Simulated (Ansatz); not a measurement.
System: Ta2O5 (P2/m).

```
Ta O
1.0
     3.84141    0.00000    0.00000
     0.00000    3.86272    0.00000
    -1.81894    0.00000    6.52896
Ta O
2 5
Direct
  0.64953 0.00000 0.79131
  0.35047 0.00000 0.20869
  0.66212 0.50000 0.79833
  0.33788 0.50000 0.20167
  0.18976 0.00000 0.87062
  0.81024 0.00000 0.12938
  0.50000 0.00000 0.50000
```

The cell and positions are those that the Materials Project relaxed with its own functionals (PBE, PBE+U or r2SCAN), kept fixed. Spin-orbit coupling is left out unless a run names it.

Gaps computed with Ansatz 0.2.0 without a self-energy: LDA 2.12 eV, LDA+SOC 2.10 eV and PBE0 4.42 eV.

**Question.** What gap should G0W0 on LDA give (4×4×4 mesh, 767 empty bands, screening to 230 eV, PAW set soft_1 files)?

About 3.60 eV: on its mesh the run moves the gap from 2.11 eV by +1.49 eV. Among the scalar-relativistic levels given, PBE0 is nearest (+0.82 eV). Bands and cutoff are finite, so the gap is not at the basis limit. The miss can reach some tenths of an eV and take either sign; the mesh is an error of its own. The 4×4×4 mesh is coarse for this cell (its supercell is 15 Å along the shortest edge). The RPA ε∞ on it, from the LDA start, is 4.62, 4.89 and 7.46; such meshes misread the long-range screening, most where the gap is narrow. The many-body steps are scalar-relativistic: spin-orbit coupling is not in them.

[Paths, hosts, dates, memory and timing lines, banners, echoed tables and standing remarks are left out of the program output.]

[Logs are printed without paths, hosts, clocks, repeated set-up lines and the standing remarks that a program may print on its own settings, such as how far it seeks lower states.]

[Runs of the session that timed out or met a known fault of the program may be left out.]

[Cells called generated may have been cut or substituted from an entry of the Crystallography Open Database or the Materials Project.]

[Hosts, paths, dates, database ids (printed as entryN), source tags and the programs' standing remarks are cut or masked in the printed files.]
